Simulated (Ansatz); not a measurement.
## Mg2Ir (built on the sites of a database entry of Sr2Rh): the cell at rest

Task: relax Mg2Ir (built on the sites of a database entry of Sr2Rh) tightly.

Program: Ansatz 0.2.0. Level of theory: DFT PBEsol, scalar-relativistic, plane waves, PAW. Results are calculated unless marked as measured.

Most raw output is cut from this account.

The structure was built from a prototype and need not be the compound's stable phase.

## Step 1: The structure

Symmetry: Fm-3m, No. 225, cubic system. The conventional cell has a = 5.988 Å, b = 5.988 Å, c = 5.988 Å, α = 90.00°, β = 90.00°, γ = 90.00°. Nearest to Mg lie 4 Ir at 2.59 Å. Nearest to Ir lie 8 Mg at 2.59 Å. Farther neighbours are not listed.

Structure file:

```cif
data_structure
_symmetry_space_group_name_H-M 'Fm-3m'
_symmetry_Int_Tables_number 225
_cell_length_a 5.9882
_cell_length_b 5.9882
_cell_length_c 5.9882
_cell_angle_alpha 90.000
_cell_angle_beta 90.000
_cell_angle_gamma 90.000
_cell_volume 214.73
loop_
_atom_site_label
_atom_site_type_symbol
_atom_site_symmetry_multiplicity
_atom_site_Wyckoff_symbol
_atom_site_fract_x
_atom_site_fract_y
_atom_site_fract_z
_atom_site_occupancy
Mg1 Mg 8 c 0.25000 0.25000 0.75000 1
Ir1 Ir 4 a 0.00000 0.00000 0.00000 1
```

## Step 2: Probe on a coarse mesh

A quick single point on a coarse mesh tells whether the cell has a gap and how far it is from rest, which sets the k mesh and smearing that follow.

The input, input.yaml:

```yaml
crystal:
  lattice:
    - [0.0, 2.9941, 2.9941]
    - [2.9941, 0.0, 2.9941]
    - [2.9941, 2.9941, 0.0]
  atoms:
    - { symbol: Mg, position: [0.75, 0.75, 0.75] }
    - { symbol: Mg, position: [0.25, 0.25, 0.25] }
    - { symbol: Ir, position: [0.0, 0.0, 0.0] }
kpoints:
  mp_grid: { grid: [6, 6, 6] }
hamiltonian:
  xc: pbesol
scf:
  occupations: { method: gaussian, width: 0.1 }
output:
  forces: true
  stress: true
  eigenvalues: true
```

Started as:

```sh
ansatz run input.yaml --threads 8 --pin off --max-ram 14336MiB --backend cpu --events-out ev --progress --plain --runs-dir out
```

Elapsed: 0.37 s, on 8 threads of Arm Neoverse V2, shared host; peak memory 0.33 GiB.

This step gave:

| Property | Result |
| --- | --- |
| pressure | 7.615 GPa |
| volume per atom | 17.89 Å³ |
| gap on the k-mesh | 0 eV |

The coarse mesh shows no gap and a pressure of 7.6 GPa.

## Step 3: Bringing the structure to rest

Harmonic phonons are second derivatives at a point where the forces vanish, and they are wanted at zero stress, so atoms and cell are relaxed first.

input.yaml, the sections that differ from step 2:

```yaml
kpoints:
  mp_grid: { grid: [10, 10, 10] }
output:
  forces: true
  stress: true
  eigenvalues: true
  write_density: true
  write_potential: true
  elf: true
  volumetric_format: npy
relax:
  adjacent_minimum: "off"
  f_tol: 0.005
  max_steps: 80
  cell: { stress_tol: 0.05 }
# crystal, hamiltonian, scf: as in step 2
```

The job ended after 2 s (8 threads; peak memory 0.41 GiB; 12 s of CPU time).

The steps of the relaxation:

```csv
step,energy less that of the first step (eV),largest force component (eV/Å),pressure (GPa),volume (Å³)
1,0.0000,0.0000,7.74,53.68
2,-0.1030,0.0000,-0.28,58.49
3,-0.1032,0.0000,-0.03,58.31
4*,-0.1036,0.0000,-0.04,58.31
```

Relaxation steps marked * repeat the geometry before them on a plane-wave basis chosen anew for their cell, so energy and pressure can jump there.

The run keeps the 48 symmetry operations that it works with, so distortions that break them were not tested.

```csv
"conventional cell, symmetrised",before,after,change
a (Å),5.988,6.156,+2.8 %
b (Å),5.988,6.156,+2.8 %
c (Å),5.988,6.156,+2.8 %
volume (Å³/atom),17.89,19.44,+8.6 %
```

Final coordinates:

```cif
data_structure
_symmetry_space_group_name_H-M 'P 1'
_symmetry_Int_Tables_number 1
_cell_length_a 4.3527
_cell_length_b 4.3527
_cell_length_c 4.3527
_cell_angle_alpha 60.000
_cell_angle_beta 60.000
_cell_angle_gamma 60.000
_cell_volume 58.31
loop_
_atom_site_label
_atom_site_type_symbol
_atom_site_fract_x
_atom_site_fract_y
_atom_site_fract_z
_atom_site_occupancy
Mg1 Mg 0.75000 0.75000 0.75000 1
Mg2 Mg 0.25000 0.25000 0.25000 1
Ir3 Ir 0.00000 0.00000 0.00000 1
```

Numbers from this step:

| Item | Value |
| --- | --- |
| pressure | -0.03649 GPa |
| volume per atom | 19.44 Å³ |

Electrostatic potential energy in the ac plane of a cell with a along [110], b along [-110] and c along [001] of the cube at fractional y = 0.000, with atoms of Mg and Ir within 0.2 Å of it. With pseudopotentials it is smooth inside the atoms' cores, unlike the true potential.

Ten even steps from '0' (-67 eV) to '9' (14 eV), each cell a mean:
```
026999999841026999999841
358998889864358998889864
889974368998889974368998
999850037999999850037999
999861048999999861048999
999986678999999986678999
999999899999999999899999
999999999999999999999999
999999999999999999999999
999998889999999998889999
999974368999999974368999
999850037999999850037999
999861048999999861048999
678986678987678986678987
247999899852247999899852
015899999730015899999730
```
Columns run along a (8.7 Å; values clipped at the 3rd and 97th percentile), rows up along c (6.2 Å), edges of the conventional cell, whose origin can differ from the input's. Atoms in or near the plane, at fractional coordinates: Mg at (0.25, 0.75), Mg at (0.75, 0.75), Mg at (0.25, 0.25), Mg at (0.75, 0.25), Ir at (0.00, 0.00), Ir at (0.50, 0.00).

ELF in the ac plane of a cell with a along [110], b along [-110] and c along [001] of the cube at fractional y = 0.000, with atoms of Mg and Ir within 0.2 Å of it. It is the smooth field of the valence electrons, not physical close to the nuclei.

Values, 9 rows by 16 columns, each cell a mean:
```
0.60 0.47 0.37 0.25 0.22 0.34 0.42 0.58 0.60 0.47 0.37 0.25 0.22 0.34 0.42 0.58
0.37 0.37 0.20 0.27 0.30 0.18 0.34 0.37 0.37 0.37 0.20 0.27 0.30 0.18 0.34 0.37
0.29 0.28 0.12 0.33 0.34 0.16 0.23 0.30 0.29 0.28 0.12 0.33 0.34 0.16 0.23 0.30
0.10 0.14 0.15 0.15 0.15 0.14 0.16 0.11 0.10 0.14 0.15 0.15 0.15 0.14 0.16 0.11
0.05 0.11 0.23 0.31 0.31 0.26 0.15 0.06 0.05 0.11 0.23 0.31 0.31 0.26 0.15 0.06
0.14 0.17 0.12 0.15 0.18 0.11 0.16 0.15 0.14 0.17 0.12 0.15 0.18 0.11 0.16 0.15
0.32 0.32 0.14 0.35 0.33 0.19 0.26 0.33 0.32 0.32 0.14 0.35 0.33 0.19 0.26 0.33
0.43 0.38 0.24 0.22 0.25 0.19 0.37 0.41 0.43 0.38 0.24 0.22 0.25 0.19 0.37 0.41
0.56 0.51 0.38 0.32 0.29 0.39 0.43 0.60 0.56 0.51 0.38 0.32 0.29 0.39 0.43 0.60
```
Columns run along a (8.7 Å), rows up along c (6.2 Å), edges of the conventional cell, whose origin can differ from the input's. Atoms in or near the plane, at fractional coordinates: Mg at (0.25, 0.75), Mg at (0.75, 0.75), Mg at (0.25, 0.25), Mg at (0.75, 0.25), Ir at (0.00, 0.00), Ir at (0.50, 0.00).

Valence density in the ac plane of a cell with a along [110], b along [-110] and c along [001] of the cube at fractional y = 0.000, with atoms of Mg and Ir within 0.2 Å of it. It is the smooth field of the valence electrons, not physical close to the nuclei.

Ten steps, logarithmic in the rise over the least value, from '_' (0 e/Å³) to '@' (23 e/Å³), each cell a mean:
```
##**==::..______..--**####**==::..______..--**##
**++--............::==++**++--............::==++
--::....::++**==....::::--::....::++**==....::::
........==@@@@##..__............==@@@@##..__....
________--%%@@**..______________--%%@@**..______
________..--==::________________..--==::________
________________________________________________
________________________________________________
________________________________________________
__________....____________________....__________
________::++**==________________::++**==________
________==@@@@##..______________==@@@@##..______
........--%%@@**................--%%@@**........
==--::....--==::....::====--::....--==::....::==
##**--....____....::++**##**--....____....::++**
####==::..______..--**######==::..______..--**##
```
Columns run along a (8.7 Å), rows up along c (6.2 Å), edges of the conventional cell, whose origin can differ from the input's. Atoms in or near the plane, at fractional coordinates: Mg at (0.25, 0.75), Mg at (0.75, 0.75), Mg at (0.25, 0.25), Mg at (0.75, 0.25), Ir at (0.00, 0.00), Ir at (0.50, 0.00).

In this step the volume went from 17.89 to 19.44 Å³/atom.

## Step 4: Relaxation

The relaxation is repeated from its end on the same settings, as a check that it has come to rest.

input.yaml: that of step 3 with these lines changed.

```diff
@@ -2,5 +2,5 @@
   lattice:
-    - [0.0, 2.9941, 2.9941]
-    - [2.9941, 0.0, 2.9941]
-    - [2.9941, 2.9941, 0.0]
+    - [0.0, 3.0778048331, 3.0778048331]
+    - [3.0778048331, 0.0, 3.0778048331]
+    - [3.0778048331, 3.0778048331, 0.0]
   atoms:
```

Run time: 1.1 s. Hardware: 8 threads; peak memory 0.4 GiB; 6.2 s of CPU time.

Little changed from the start: no atom moved by 0.005 Å and no cell edge by 0.1 %.

ELF in the ac plane of a cell with a along [110], b along [-110] and c along [001] of the cube at fractional y = 0.000, with atoms of Mg and Ir within 0.2 Å of it. It is the smooth field of the valence electrons, not physical close to the nuclei.

Values, 9 rows by 16 columns, each cell a mean:
```
0.60 0.47 0.37 0.25 0.22 0.34 0.42 0.58 0.60 0.47 0.37 0.25 0.22 0.34 0.42 0.58
0.37 0.37 0.20 0.27 0.30 0.18 0.34 0.37 0.37 0.37 0.20 0.27 0.30 0.18 0.34 0.37
0.29 0.28 0.12 0.33 0.34 0.16 0.23 0.30 0.29 0.28 0.12 0.33 0.34 0.16 0.23 0.30
0.10 0.14 0.15 0.15 0.15 0.14 0.16 0.11 0.10 0.14 0.15 0.15 0.15 0.14 0.16 0.11
0.05 0.11 0.23 0.31 0.31 0.26 0.15 0.06 0.05 0.11 0.23 0.31 0.31 0.26 0.15 0.06
0.14 0.17 0.12 0.15 0.18 0.11 0.16 0.15 0.14 0.17 0.12 0.15 0.18 0.11 0.16 0.15
0.32 0.32 0.14 0.35 0.33 0.19 0.26 0.33 0.32 0.32 0.14 0.35 0.33 0.19 0.26 0.33
0.43 0.38 0.24 0.22 0.25 0.19 0.37 0.41 0.43 0.38 0.24 0.22 0.25 0.19 0.37 0.41
0.56 0.51 0.38 0.32 0.29 0.39 0.43 0.60 0.56 0.51 0.38 0.32 0.29 0.39 0.43 0.60
```
Columns run along a (8.7 Å), rows up along c (6.2 Å), edges of the conventional cell, whose origin can differ from the input's. Atoms in or near the plane, at fractional coordinates: Mg at (0.25, 0.75), Mg at (0.75, 0.75), Mg at (0.25, 0.25), Mg at (0.75, 0.25), Ir at (0.00, 0.00), Ir at (0.50, 0.00).

Valence density in the ac plane of a cell with a along [110], b along [-110] and c along [001] of the cube at fractional y = 0.000, with atoms of Mg and Ir within 0.2 Å of it. It is the smooth field of the valence electrons, not physical close to the nuclei.

Ten steps, logarithmic in the rise over the least value, from '0' (0 e/Å³) to '9' (23 e/Å³), each cell a mean:
```
764210001367764210001367
653111111245653111111245
321125641122321125641122
111149971011111149971011
000038961000000038961000
000013420000000013420000
000000000000000000000000
000000000000000000000000
000000000000000000000000
000001100000000001100000
000025640000000025640000
000049971000000049971000
111138961111111138961111
432113421124432113421124
763110011256763110011256
774210001367774210001367
```
Columns run along a (8.7 Å), rows up along c (6.2 Å), edges of the conventional cell, whose origin can differ from the input's. Atoms in or near the plane, at fractional coordinates: Mg at (0.25, 0.75), Mg at (0.75, 0.75), Mg at (0.25, 0.25), Mg at (0.75, 0.25), Ir at (0.00, 0.00), Ir at (0.50, 0.00).

Electrostatic potential energy in the ac plane of a cell with a along [110], b along [-110] and c along [001] of the cube at fractional y = 0.000, with atoms of Mg and Ir within 0.2 Å of it. With pseudopotentials it is smooth inside the atoms' cores, unlike the true potential.

Values in eV, 9 rows by 16 columns, each cell a mean:
```
-50 -17   7   7   6   8  -5 -43 -50 -17   7   7   6   8  -5 -43
  1   7   3 -28 -37  -3   8   3   1   7   3 -28 -37  -3   8   3
 13  11   2 -40 -51  -7  10  13  13  11   2 -40 -51  -7  10  13
 14  13   9   3   1   8  12  14  14  13   9   3   1   8  12  14
 14  13  12  10  10  11  13  14  14  13  12  10  10  11  13  14
 14  12   8  -4  -8   5  11  13  14  12   8  -4  -8   5  11  13
 12  11   1 -47 -59  -9   9  12  12  11   1 -47 -59  -9   9  12
 -8   4   5 -15 -22   1   6  -5  -8   4   5 -15 -22   1   6  -5
-58 -23   7   9   9   9  -9 -51 -58 -23   7   9   9   9  -9 -51
```
Columns run along a (8.7 Å; values clipped at the 3rd and 97th percentile), rows up along c (6.2 Å), edges of the conventional cell, whose origin can differ from the input's. Atoms in or near the plane, at fractional coordinates: Mg at (0.25, 0.75), Mg at (0.75, 0.75), Mg at (0.25, 0.25), Mg at (0.75, 0.25), Ir at (0.00, 0.00), Ir at (0.50, 0.00).

In this step the volume went from 19.44 to 19.44 Å³/atom.

## Step 5: Tight relaxation

Phonons need a cell at rest on their own settings, so the relaxation is repeated with tight tolerances on forces and stress on the k mesh and occupations of the first response run.

input.yaml, the sections that differ from step 4:

```yaml
scf:
  occupations: { method: methfessel_paxton, width: 0.15 }
output:
  forces: true
  stress: true
  eigenvalues: true
relax:
  adjacent_minimum: "off"
  f_tol: 0.001
  max_steps: 60
  cell: { stress_tol: 0.01 }
# crystal, kpoints, hamiltonian: as in step 4
```

Wall time 1.8 s (8 threads); peak memory 0.41 GiB; 11 s of CPU time.

Little changed from the start: no atom moved by 0.005 Å and no cell edge by 0.1 %.

Numbers from this step:

* pressure: 2.38e-4 GPa
* volume per atom: 19.43 Å³

The forces vanish by symmetry and the pressure is 0.000 GPa, within the tolerances set. The cell now holds 19.43 Å³/atom.

## Step 6: What came out

```yaml
space_group_after_relaxation_within_0p01_a: Fm-3m
lattice_constant_a: 6.155 Å
lattice_constant_b: 6.155 Å
lattice_constant_c: 6.155 Å
volume_per_atom: 19.4 Å³
```

What this shows: The forces vanish by symmetry and the pressure is 0.000 GPa, within the tolerances set. The cell now holds 19.43 Å³/atom. The relaxation keeps the symmetry of its start, so it says nothing on stability against lower symmetry. The runs are without spin polarisation, although the cell has an odd electron count. Spin-orbit coupling is left out, which can matter for the heavy elements here. The starting cell was built on a prototype and not taken from a measurement, so the phase need not exist.

[Logs are printed without paths, hosts, clocks, repeated set-up lines and the standing remarks that a program may print on its own settings, such as how far it seeks lower states.]

[Hosts, paths, dates, database ids (printed as entryN), source tags and the programs' standing remarks are cut or masked in the printed files.]
